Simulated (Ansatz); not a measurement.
# Na on Ta(110): change of the work function

Aim: the work function of Ta(110) at several coverages of Na (hollow site), and the dipole that each adsorbate carries.

Method: plane-wave DFT, PBE, Ansatz PAW, in Ansatz 0.2.0.

## (1) The system as given

The cell holds 4 atoms: 4 Ta. Cell: a = 2.867 Å, b = 2.867 Å, c = 25.022 Å, α = 90.0°, β = 90.0°, γ = 70.5°. Vacuum lies along c.

## (2) The clean slab

The bare slab comes first, as the zero from which every change is counted. The two lowest layers are held at bulk places and the upper ones relax. The dipole correction removes the false field that a one-sided slab makes across the periodic vacuum, so each face gets a flat vacuum level of its own.

input.yaml

```yaml
crystal:
  lattice:
    - [2.3405234457, -1.655, 0.0]
    - [2.3405234457, 1.655, 0.0]
    - [0.0, 0.0, 25.0215703372]
  atoms:
    - { symbol: Ta, position: [0.0, 0.0, 0.3596896549] }
    - { symbol: Ta, position: [0.5, 0.5, 0.453229885] }
    - { symbol: Ta, position: [0.0, 0.0, 0.546770115] }
    - { symbol: Ta, position: [0.5, 0.5, 0.6403103451] }
kpoints:
  mp_grid: { grid: [12, 12, 1] }
hamiltonian:
  xc: pbe
scf:
  occupations: { method: fermi_dirac, width: 0.1 }
  convergence: { dr2_threshold: 1.0e-08 }
efield:
  axis: 3
  dipole_correction: true
  ramp_position: 0.97
  ramp_width: 0.06
relax:
  f_tol: 0.02
  max_steps: 60
  constraints: [{ sites: [0, 1] }]
output:
  write_potential: true
  write_density: true
  volumetric_format: npy
```

Started as:

```bash
$ ansatz run input.yaml --threads 4 --pin off --max-ram 16384MiB --backend cpu --events-out ev --progress --plain --runs-dir out
```

Standard output:

```text
Engine: ansatz 0.2.0, aarch64-unknown-linux-gnu
Pseudopotentials: kind: paw
Pseudopotential: Ta, paw, valence charge 13, recommended cutoff 420 eV (normal), Ta.paw.azcp
Functional definition: PBE
  parameter kappa = 0.804
  parameter beta = 0.066725
  exchange = pbe_x(kappa = kappa, mu = beta*pi^2/3)
  correlation = pbe_c(beta = beta)
Crystal: 4 atoms, lattice volume = 193.845 Å³
Basis set: ecut = 420 eV, 3793 PW (Γ), exchange–correlation on 40×40×360 points (8 copies of the dense FFT grid, shifted against one another)
Bands: 32, of which v1, the nominal top of the filled ones, is band 26 counted from 1 (25 counted from 0)
Symmetry: 4 space group operations
k-points: 43 of 144
Non-local potential: Ta, projectors of the file, l = 0: 3, l = 1: 2, l = 2: 2, l = 3: 1
PAW form: soft (Blöchl's): semilocal exchange-correlation on the pseudo side does not see the compensation charge
PAW one-centre angular grid: Ta, 590 points (default); XC on 64 Gauss nodes
Initial density: superposition of atomic densities (neutral atoms: chi_scale 0, normalization atom), corrected by the library's trained network
Initial wavefunctions: pseudopotential atomic-orbital guess
Functional: x = pbe(κ = 0.804, μ = 0.219515), c = pbe(β = 0.066725)
SCF iter   1: F=—  HF=-39726.805781 eV  |F-HF|=—  |Δ(HF+E_count)|=         —  Δρ=5.76e-3  dr2=1.31e0  ethr=1.77e-3  p=0.000 e·Å  D=2.87e-15 V/Å  ΔV_dip=-0.00 eV  dr2_dipole=3.97e-7  V_vac-E_F(+/−)=4.99/4.99 eV  ⟨swp⟩=7.2  Hψ=6700  notcnv=0
efield: sawtooth ramp at fractional position 0.9700 (set: `efield.ramp_position`, or a place that a band, a saddle search or an elastic batch's reference lends), width 0.0600; the density the first Hamiltonian is built on has a dipole p = 0.000 e·Å; the dipole correction subtracts the counter field D = 2.87e-15 V/Å, which shifts the + side's vacuum level by -0.00 eV against the − side's; the planar-averaged density in the ramp window peaks in size at 1.7e-5 e/Å³
preconditioner: auto → LDOS  [metal: Δε(μ)=0.027 eV  Ē_g=3.845 eV  σ=0.100 eV  W_gap=0.07  n_scr=16 (ndim 8)  ℏωp=11.9 eV  f_vac=0.544  D(μ)=5.69/eV (n_scr^D=18)  β→1.0]
SCF iter   2: F=—  HF=-39726.762829 eV  |F-HF|=—  |Δ(HF+E_count)|=   4.30e-2  Δρ=1.63e-3  dr2=8.36e-3  ethr=1.77e-3  p=0.000 e·Å  D=1.67e-5 V/Å  ΔV_dip=-0.00 eV  dr2_dipole=3.15e-7  V_vac-E_F(+/−)=4.81/4.81 eV  ⟨swp⟩=1.4  Hψ=1741  notcnv=0
SCF iter   3: F=—  HF=-39726.763830 eV  |F-HF|=—  |Δ(HF+E_count)|=   1.00e-3  Δρ=5.10e-4  dr2=2.77e-3  ethr=1.61e-5  p=0.000 e·Å  D=3.06e-6 V/Å  ΔV_dip=-0.00 eV  dr2_dipole=3.35e-9  V_vac-E_F(+/−)=4.83/4.83 eV  ⟨swp⟩=2.9  Hψ=2823  notcnv=0
SCF iter   4: F=—  HF=-39726.763797 eV  |F-HF|=—  |Δ(HF+E_count)|=   3.32e-5  Δρ=1.73e-4  dr2=1.10e-4  ethr=5.34e-6  p=0.000 e·Å  D=2.16e-6 V/Å  ΔV_dip=-0.00 eV  dr2_dipole=4.75e-12  V_vac-E_F(+/−)=4.82/4.82 eV  ⟨swp⟩=2.3  Hψ=2226  notcnv=0
SCF iter   5: F=—  HF=-39726.763802 eV  |F-HF|=—  |Δ(HF+E_count)|=   5.00e-6  Δρ=5.33e-5  dr2=4.45e-6  ethr=2.12e-7  p=0.000 e·Å  D=1.34e-6 V/Å  ΔV_dip=-0.00 eV  dr2_dipole=4.23e-11  V_vac-E_F(+/−)=4.81/4.81 eV  ⟨swp⟩=2.5  Hψ=2216  notcnv=0
SCF iter   6: F=—  HF=-39726.763676 eV  |F-HF|=—  |Δ(HF+E_count)|=   1.25e-4  Δρ=2.05e-5  dr2=1.62e-6  ethr=8.57e-9  p=0.000 e·Å  D=6.97e-7 V/Å  ΔV_dip=-0.00 eV  dr2_dipole=2.92e-13  V_vac-E_F(+/−)=4.81/4.81 eV  ⟨swp⟩=2.7  Hψ=2519  notcnv=0
SCF iter   7: F=—  HF=-39726.763677 eV  |F-HF|=—  |Δ(HF+E_count)|=   4.16e-7  Δρ=5.04e-6  dr2=4.42e-8  ethr=3.12e-9  p=0.000 e·Å  D=3.02e-7 V/Å  ΔV_dip=-0.00 eV  dr2_dipole=1.73e-12  V_vac-E_F(+/−)=4.81/4.81 eV  ⟨swp⟩=2.7  Hψ=2586  notcnv=0
SCF iter   8: F=-39726.763677 eV  HF=-39726.763677 eV  |F-HF|=1.95e-8  |Δ(HF+E_count)|=   7.49e-8  Δρ=1.58e-6  dr2=3.85e-9  ethr=1.92e-11  p=0.000 e·Å  D=1.31e-7 V/Å  ΔV_dip=-0.00 eV  dr2_dipole=1.82e-13  V_vac-E_F(+/−)=4.81/4.81 eV  ⟨swp⟩=10.9  Hψ=10415  notcnv=0
SCF 1 converged in 8 iterations: F = -39726.763677 eV  dr2 = 3.85e-9
  greatest PAW one-centre occupation: 0.999 electrons in one spin orbital (limit 2), on the Ta atom at site 0 (counted from 0), in its partial waves of l = 0
relax step   1: F+E_penalty+E_count = -39726.76367691 eV  Δ(F+E_penalty+E_count) = +0.000e0 eV  max|allowed force component| = 4.148e-1 eV/Å  Δτ_max = 0.0000 Å  (8 SCF iters, accepted)
Initial density: handed on by an earlier stage of this run
Initial wavefunctions: those handed on with the density
iter 1 solved again at ethr=2.39e-3 eV; its pass at ethr=3.10e-3 eV (dr2=1.24e0 eV) is discarded
SCF iter   1: F=—  HF=-39726.839725 eV  |F-HF|=—  |Δ(HF+E_count)|=         —  Δρ=9.90e-3  dr2=1.15e0  ethr=2.39e-3  p=0.000 e·Å  D=1.07e-6 V/Å  ΔV_dip=-0.00 eV  dr2_dipole=5.18e-3  V_vac-E_F(+/−)=4.85/4.85 eV  ⟨swp⟩=1.1  Hψ=5524  notcnv=0
efield: sawtooth ramp at fractional position 0.9700 (set: `efield.ramp_position`, or a place that a band, a saddle search or an elastic batch's reference lends), width 0.0600; the density the first Hamiltonian is built on has a dipole p = 0.000 e·Å; the dipole correction subtracts the counter field D = 1.07e-6 V/Å, which shifts the + side's vacuum level by -0.00 eV against the − side's; the planar-averaged density in the ramp window peaks in size at 9.3e-6 e/Å³
preconditioner: auto → LDOS  [metal: Δε(μ)=0.002 eV  Ē_g=3.957 eV  σ=0.100 eV  W_gap=0.00  n_scr=16 (ndim 8)  ℏωp=11.9 eV  f_vac=0.555  D(μ)=5.52/eV (n_scr^D=18)  β→1.0]
SCF iter   2: F=—  HF=-39726.769057 eV  |F-HF|=—  |Δ(HF+E_count)|=   7.07e-2  Δρ=5.59e-3  dr2=2.66e-1  ethr=2.21e-3  p=0.012 e·Å  D=1.12e-2 V/Å  ΔV_dip=-0.28 eV  dr2_dipole=6.71e-3  V_vac-E_F(+/−)=4.53/4.81 eV  ⟨swp⟩=3.0  Hψ=2184  notcnv=0
SCF iter   3: F=—  HF=-39726.745759 eV  |F-HF|=—  |Δ(HF+E_count)|=   2.33e-2  Δρ=1.82e-3  dr2=2.99e-2  ethr=5.11e-4  p=0.006 e·Å  D=5.53e-3 V/Å  ΔV_dip=-0.14 eV  dr2_dipole=1.11e-3  V_vac-E_F(+/−)=4.69/4.83 eV  ⟨swp⟩=3.1  Hψ=2953  notcnv=0
SCF iter   4: F=—  HF=-39726.742032 eV  |F-HF|=—  |Δ(HF+E_count)|=   3.73e-3  Δρ=4.37e-4  dr2=8.85e-4  ethr=5.74e-5  p=0.006 e·Å  D=5.97e-3 V/Å  ΔV_dip=-0.15 eV  dr2_dipole=2.49e-5  V_vac-E_F(+/−)=4.67/4.82 eV  ⟨swp⟩=2.3  Hψ=2120  notcnv=0
SCF iter   5: F=—  HF=-39726.742227 eV  |F-HF|=—  |Δ(HF+E_count)|=   1.95e-4  Δρ=1.46e-4  dr2=1.02e-4  ethr=1.70e-6  p=0.006 e·Å  D=5.82e-3 V/Å  ΔV_dip=-0.15 eV  dr2_dipole=1.05e-5  V_vac-E_F(+/−)=4.68/4.82 eV  ⟨swp⟩=2.2  Hψ=2050  notcnv=0
SCF iter   6: F=—  HF=-39726.742256 eV  |F-HF|=—  |Δ(HF+E_count)|=   2.93e-5  Δρ=4.66e-5  dr2=2.46e-5  ethr=1.96e-7  p=0.006 e·Å  D=5.53e-3 V/Å  ΔV_dip=-0.14 eV  dr2_dipole=6.35e-6  V_vac-E_F(+/−)=4.68/4.82 eV  ⟨swp⟩=2.4  Hψ=2107  notcnv=0
SCF iter   7: F=—  HF=-39726.742246 eV  |F-HF|=—  |Δ(HF+E_count)|=   1.02e-5  Δρ=1.66e-5  dr2=2.34e-6  ethr=4.72e-8  p=0.006 e·Å  D=5.42e-3 V/Å  ΔV_dip=-0.14 eV  dr2_dipole=1.74e-8  V_vac-E_F(+/−)=4.69/4.82 eV  ⟨swp⟩=2.3  Hψ=1764  notcnv=0
SCF iter   8: F=—  HF=-39726.742124 eV  |F-HF|=—  |Δ(HF+E_count)|=   1.22e-4  Δρ=4.53e-6  dr2=6.34e-8  ethr=4.51e-9  p=0.006 e·Å  D=5.34e-3 V/Å  ΔV_dip=-0.13 eV  dr2_dipole=2.64e-9  V_vac-E_F(+/−)=4.69/4.82 eV  ⟨swp⟩=2.0  Hψ=1815  notcnv=0
SCF iter   9: F=—  HF=-39726.742124 eV  |F-HF|=—  |Δ(HF+E_count)|=   6.07e-8  Δρ=1.58e-6  dr2=1.93e-8  ethr=1.92e-11  p=0.006 e·Å  D=5.32e-3 V/Å  ΔV_dip=-0.13 eV  dr2_dipole=5.06e-9  V_vac-E_F(+/−)=4.69/4.82 eV  ⟨swp⟩=11.3  Hψ=10973  notcnv=0
SCF iter  10: F=-39726.742124 eV  HF=-39726.742124 eV  |F-HF|=1.79e-9  |Δ(HF+E_count)|=   1.34e-8  Δρ=5.81e-7  dr2=1.34e-9  ethr=1.92e-11  p=0.006 e·Å  D=5.31e-3 V/Å  ΔV_dip=-0.13 eV  dr2_dipole=4.40e-10  V_vac-E_F(+/−)=4.69/4.82 eV  ⟨swp⟩=10.0  Hψ=9405  notcnv=0
SCF 2 converged in 10 iterations: F = -39726.742124 eV  dr2 = 1.34e-9
  greatest PAW one-centre occupation: 1.000 electrons in one spin orbital (limit 2), on the Ta atom at site 3 (counted from 0), in its partial waves of l = 0
relax step   2: F+E_penalty+E_count = -39726.74212442 eV  Δ(F+E_penalty+E_count) = +2.155e-2 eV  max|allowed force component| = 7.793e-1 eV/Å  Δτ_max = 0.1926 Å  (10 SCF iters, rejected (line search))
iter 1 solved again at ethr=8.38e-4 eV; its pass at ethr=3.10e-3 eV (dr2=4.36e-1 eV) is discarded
SCF iter   1: F=—  HF=-39726.815846 eV  |F-HF|=—  |Δ(HF+E_count)|=         —  Δρ=5.63e-3  dr2=4.24e-1  ethr=8.38e-4  p=0.006 e·Å  D=5.31e-3 V/Å  ΔV_dip=-0.13 eV  dr2_dipole=4.73e-3  V_vac-E_F(+/−)=4.67/4.80 eV  ⟨swp⟩=1.2  Hψ=4821  notcnv=0
efield: sawtooth ramp at fractional position 0.9700 (set: `efield.ramp_position`, or a place that a band, a saddle search or an elastic batch's reference lends), width 0.0600; the density the first Hamiltonian is built on has a dipole p = 0.006 e·Å; the dipole correction subtracts the counter field D = 5.31e-3 V/Å, which shifts the + side's vacuum level by -0.13 eV against the − side's; the planar-averaged density in the ramp window peaks in size at 5.6e-6 e/Å³
preconditioner: auto → LDOS  [metal: Δε(μ)=0.011 eV  Ē_g=3.847 eV  σ=0.100 eV  W_gap=0.03  n_scr=16 (ndim 8)  ℏωp=11.9 eV  f_vac=0.548  D(μ)=5.97/eV (n_scr^D=30)  β→1.0]
SCF iter   2: F=—  HF=-39726.790129 eV  |F-HF|=—  |Δ(HF+E_count)|=   2.57e-2  Δρ=3.00e-3  dr2=5.27e-2  ethr=8.15e-4  p=-0.002 e·Å  D=-1.66e-3 V/Å  ΔV_dip=0.04 eV  dr2_dipole=2.68e-3  V_vac-E_F(+/−)=4.86/4.82 eV  ⟨swp⟩=2.7  Hψ=2118  notcnv=0
SCF iter   3: F=—  HF=-39726.784849 eV  |F-HF|=—  |Δ(HF+E_count)|=   5.28e-3  Δρ=1.14e-3  dr2=1.41e-2  ethr=1.01e-4  p=0.002 e·Å  D=2.13e-3 V/Å  ΔV_dip=-0.05 eV  dr2_dipole=1.26e-3  V_vac-E_F(+/−)=4.77/4.82 eV  ⟨swp⟩=2.8  Hψ=2591  notcnv=0
SCF iter   4: F=—  HF=-39726.783334 eV  |F-HF|=—  |Δ(HF+E_count)|=   1.52e-3  Δρ=3.41e-4  dr2=1.45e-3  ethr=2.72e-5  p=0.002 e·Å  D=1.77e-3 V/Å  ΔV_dip=-0.04 eV  dr2_dipole=2.49e-4  V_vac-E_F(+/−)=4.77/4.82 eV  ⟨swp⟩=2.0  Hψ=1772  notcnv=0
SCF iter   5: F=—  HF=-39726.783268 eV  |F-HF|=—  |Δ(HF+E_count)|=   6.56e-5  Δρ=1.01e-4  dr2=7.32e-5  ethr=2.78e-6  p=0.002 e·Å  D=1.73e-3 V/Å  ΔV_dip=-0.04 eV  dr2_dipole=4.36e-6  V_vac-E_F(+/−)=4.77/4.82 eV  ⟨swp⟩=2.1  Hψ=1774  notcnv=0
SCF iter   6: F=—  HF=-39726.783249 eV  |F-HF|=—  |Δ(HF+E_count)|=   1.90e-5  Δρ=2.91e-5  dr2=2.16e-6  ethr=1.41e-7  p=0.002 e·Å  D=1.85e-3 V/Å  ΔV_dip=-0.05 eV  dr2_dipole=9.87e-8  V_vac-E_F(+/−)=4.77/4.82 eV  ⟨swp⟩=2.8  Hψ=2503  notcnv=0
SCF iter   7: F=—  HF=-39726.783127 eV  |F-HF|=—  |Δ(HF+E_count)|=   1.22e-4  Δρ=1.01e-5  dr2=3.48e-7  ethr=4.15e-9  p=0.002 e·Å  D=1.92e-3 V/Å  ΔV_dip=-0.05 eV  dr2_dipole=1.11e-8  V_vac-E_F(+/−)=4.77/4.82 eV  ⟨swp⟩=2.3  Hψ=2301  notcnv=0
SCF iter   8: F=—  HF=-39726.783127 eV  |F-HF|=—  |Δ(HF+E_count)|=   2.34e-7  Δρ=2.98e-6  dr2=4.09e-8  ethr=6.70e-10  p=0.002 e·Å  D=1.98e-3 V/Å  ΔV_dip=-0.05 eV  dr2_dipole=1.09e-10  V_vac-E_F(+/−)=4.77/4.82 eV  ⟨swp⟩=2.3  Hψ=2073  notcnv=0
SCF iter   9: F=-39726.783127 eV  HF=-39726.783127 eV  |F-HF|=3.39e-9  |Δ(HF+E_count)|=   3.83e-8  Δρ=1.03e-6  dr2=5.51e-9  ethr=1.92e-11  p=0.002 e·Å  D=1.99e-3 V/Å  ΔV_dip=-0.05 eV  dr2_dipole=6.10e-10  V_vac-E_F(+/−)=4.77/4.82 eV  ⟨swp⟩=10.8  Hψ=10464  notcnv=0
SCF 3 converged in 9 iterations: F = -39726.783127 eV  dr2 = 5.51e-9
relax step   3: F+E_penalty+E_count = -39726.78312741 eV  Δ(F+E_penalty+E_count) = -1.945e-2 eV  max|allowed force component| = 1.779e-2 eV/Å  Δτ_max = 0.0888 Å  (9 SCF iters, accepted)
NSCF: frozen V_eff on 43 k-points
the band table was solved once a step of the walk had ended and its energy, with any forces and stress, was formed, with the checks that follow a solve (7258 applications of the Hamiltonian). They found nothing against the state; the energy, forces and stress were not computed again (output.eigenvalues in the input reference)
WARN: The output density's exchange-correlation potential varies sharply where the density is thin. Do not read a vacuum level from v_tot or v_xc, or from such a field of the output density. On a cell that repeats whose density bears no net charge and no dipole along the vacuum's axis use v_es (v_loc + v_h of the components); under efield.dipole_correction with no amplitude use v_es + v_field, which holds any externa [...]
SCF converged after 9 iterations
Free energy (F): -39726.783127 eV
Harris-Foulkes:  -39726.783127 eV  (|F-HF|=3.39e-9)
Internal energy: -39726.594280 eV  (E = F + TS)
E sigma→0 (E₀):  -39726.688704 eV
Entropy (-TS):   -0.188848 eV (-47.212 meV/atom)
Fermi energy:    4.106388 eV
Dipole field:    D = 0.002028 V/Å  (p = 0.002172 e·Å, saw-weighted, corrected)
Work function:   Φ+ = 4.7668 eV   Φ− = 4.8176 eV
Levels:          The Fermi level and band energies are counted from a zero that moves with the ramp; work functions are not
--- Per-component energies (eV) ---
  E_band       = -1175.816873
  E_kinetic    = 1457.922004
  E_local      = -55624.545187  (includes V_loc(G=0)·N_el)
  E_nonlocal   = 59.651063
  E_hartree    = 27096.646443
  E_xc         = -870.143284
  E_vxc        = -811.251716  (∫ρ·V_xc dr)
  E_paw        = -33585.914433  (= ΣΔE_a)
  E_vpaw       = -450.895849  (= ΣTr[D̂ρ^β])
  E_aug_tail   = 0.000571  (compensation charges beyond the density's cutoff)
  E_efield     = 0.000002  (sawtooth field / dipole correction)
  E_vefield    = 0.002282  (∫n·V_field dr)
  E_ewald      = 21739.788541
  E_smearing   = -0.188848  (= −TS)
  E_closure    = -0.000000  (closes the sum)
  Σ components = -39726.783127   (vs F -39726.783127, Δ=0.00e0)
--- Forces (eV/Å), atoms counted from 1 ---
  atom   1  Ta     0.00000000     0.00000000     0.43128867
  atom   2  Ta     0.00000000     0.00000000    -0.43322402
  atom   3  Ta     0.00000000     0.00000000    -0.01585177
  atom   4  Ta     0.00000000     0.00000000     0.01778526
  max |Σ_I F_I| component: 1.87e-6 eV/Å
--- Band table (eV; the first three rows and the last of 43) ---
  k-point 0: bands = [... 22 lower, 3.5859, 3.8018, 3.9092, 4.4738, 4.5203, 4.6621, 5.1191, 5.3470, ... 2 higher]
  k-point 1: bands = [... 22 lower, 3.5025, 3.7840, 3.9078, 4.2606, 4.4534, 4.7338, 5.0508, 5.2065, ... 2 higher]
  k-point 2: bands = [... 22 lower, 3.3305, 3.6231, 3.8165, 3.9022, 4.1304, 4.4107, 5.2264, 5.4658, ... 2 higher]
  k-point 42: bands = [... 22 lower, 2.9030, 3.3565, 4.2352, 5.6752, 5.9858, 6.4812, 6.5254, 6.5718, ... 2 higher]
--- Relaxed structure (3 steps of the walk, 2 accepted, 0 SCFs on fresh bases) ---
  F+E_penalty+E_count = -39726.78312741 eV   max|allowed force component| = 1.779e-2 eV/Å
  atoms:
    - { symbol: Ta, position: [0.0, 0.0, 0.3596896549] }
    - { symbol: Ta, position: [0.5, 0.5, 0.453230] }
    - { symbol: Ta, position: [0.0, 0.0, 0.546866] }
    - { symbol: Ta, position: [0.5, 0.5, 0.636762] }
```

Wall time 19 s (4 threads of Arm Neoverse V1, shared host); peak memory 0.57 GiB.

Step by step:

| step | energy less that of the first step (eV) | largest force component (eV/Å) |
| --- | --- | --- |
| 1 | 0.0000 | 0.4148 |
| 2 | 0.0216 | 0.7793 |
| 3 | -0.0194 | 0.0178 |

Relaxation step 2 was tried and not accepted.

The run keeps the 4 symmetry operations that the program found, so distortions that break them were not tested.

The atoms that moved most (Å):

```csv
atom,dx,dy,dz,length
Ta4,0.000,0.000,-0.089,0.089
```

Final coordinates:

```xyz
4
Lattice="2.3405 -1.6550 0.0000 2.3405 1.6550 0.0000 0.0000 0.0000 25.0216" Properties=species:S:1:pos:R:3
Ta    0.0000    0.0000    9.0000
Ta    2.3405    0.0000   11.3405
Ta    0.0000    0.0000   13.6834
Ta    2.3405    0.0000   15.9328
```

Numbers from this step:

| Item | Value |
| --- | --- |
| energy at zero smearing | -39726.6887 eV |
| work function, upper face | 4.767 eV |
| work function, lower face | 4.818 eV |
| dipole along the normal | 0.002172 e·Å |
| step between the vacuum levels | -0.05074 eV |

Running mean over 2.341 Å of the planar mean; the ramp of the sawtooth is left out. The electron's electrostatic potential energy less the Fermi level by z:

```csv
z (Å),electron's electrostatic potential energy less the Fermi level (eV)
3.5,4.82
4.0,4.82
4.5,4.81
5.0,4.80
5.5,4.76
6.0,4.62
6.5,4.21
7.0,2.96
7.5,-0.234
8.0,-5.19
8.5,-8.90
9.0,-10.1
9.5,-10.1
10.0,-10.0
10.5,-10.00
11.0,-9.98
11.5,-9.97
12.0,-9.96
12.5,-9.95
13.0,-9.96
13.5,-10.0
14.0,-10.3
14.5,-10.7
15.0,-10.9
15.5,-10.5
16.0,-10.1
16.5,-8.57
17.0,-4.55
17.5,0.305
18.0,3.18
18.5,4.25
19.0,4.60
19.5,4.72
20.0,4.75
20.5,4.76
21.0,4.77
21.5,4.77
```

The relaxation took 3 steps and lowered the energy by 0.019 eV; the largest force on the free atoms ends at 0.018 eV/Å.

The work function of the upper face is 4.77 eV.

[end of part 1 of 3]

[Long decimals in the printed logs are rounded to 6 places.]

[Logs are printed without paths, hosts, clocks, repeated set-up lines and the standing remarks that a program may print on its own settings, such as how far it seeks lower states.]

[Hosts, paths, dates, database ids (printed as entryN), source tags and the programs' standing remarks are cut or masked in the printed files.]

[Maps of the electrostatic potential energy from Ansatz leave out the sawtooth potential of an applied field or a dipole correction, so their vacuum need not be flat; planar profiles and work functions include it.]
